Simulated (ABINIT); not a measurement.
An input for ABINIT 10.8.3 (CsH (Pm-3m)):

```
acell 3*1.0 Angstrom
rprim 
  3.818408540000 0.000000000000 0.000000000000
  0.000000000000 3.818408540000 0.000000000000
  0.000000000000 0.000000000000 3.818408540000
ntypat 2
znucl 55 1
natom 2
typat 1 2
xred 
  0.000000000000 0.000000000000 0.000000000000
  0.500000000000 0.500000000000 0.500000000000
pp_dirpath "pseudos"
pseudos "Cs.upf, H.upf"
ecut 31
ngkpt 4 4 4
nshiftk 1
shiftk 0 0 0
kptopt 1
chksymbreak 0
istwfk *1
occopt 1
irdwfk 1
optdriver 4
nband 27
gwcalctyp 28
ecutsigx 31
symsigma 0
nkptgw 10
kptgw 
  0.0000000000 0.0000000000 0.0000000000
  0.2500000000 0.0000000000 0.0000000000
  0.5000000000 0.0000000000 0.0000000000
  0.2500000000 0.2500000000 0.0000000000
  0.5000000000 0.2500000000 0.0000000000
  0.5000000000 0.5000000000 0.0000000000
  0.2500000000 0.2500000000 0.2500000000
  0.5000000000 0.2500000000 0.2500000000
  0.5000000000 0.5000000000 0.2500000000
  0.5000000000 0.5000000000 0.5000000000
bdgw 
  1 11
  1 11
  1 11
  1 11
  1 11
  1 11
  1 11
  1 11
  1 11
  1 11
ecuteps 3.2
irdscr 1
ppmodel 1
irdqps 1
rhoqpmix 0.3
indata_prefix "in"
outdata_prefix "out"
tmpdata_prefix "tmp"
```

```sh
OMP_NUM_THREADS=1 mpirun -n 4 abinit run.abi > log
```

How long will it take on 4 MPI ranks of Arm Neoverse V1, shared host, and how much memory?

It took 26 s; on shared hardware allow 13 s to 52 s. Peak host memory was 0.95 GiB.

[Long decimals in the printed logs are rounded to 6 places.]

[Logs are printed without paths, hosts, clocks, repeated set-up lines and the standing remarks that a program may print on its own settings, such as how far it seeks lower states.]

[Paths, hosts, dates, memory and timing lines, banners, echoed tables and standing remarks are left out of the program output; an Ansatz launch command may be rebuilt from the run's recorded settings. Measured values are a selection of at most five: reports struck by readers or far from the other reports are left out. None is set beside runs whose start may be inverted or whose files or cutoffs have a known fault.]

[Runs of the session that timed out or met a known fault of the program may be left out.]

[Hosts, paths, dates, database ids (printed as entryN), source tags and the programs' standing remarks are cut or masked in the printed files.]

[G0W0 gaps are taken among the corrected bands and points alone; a level outside them can change the order at an edge.]

[Where Ansatz stands beside ABINIT at settings called matched, ABINIT's density can come from a denser mesh and the files from another edition; pairs whose starting gaps differed by over 0.03 eV were left out, so agreement reads better than it is.]
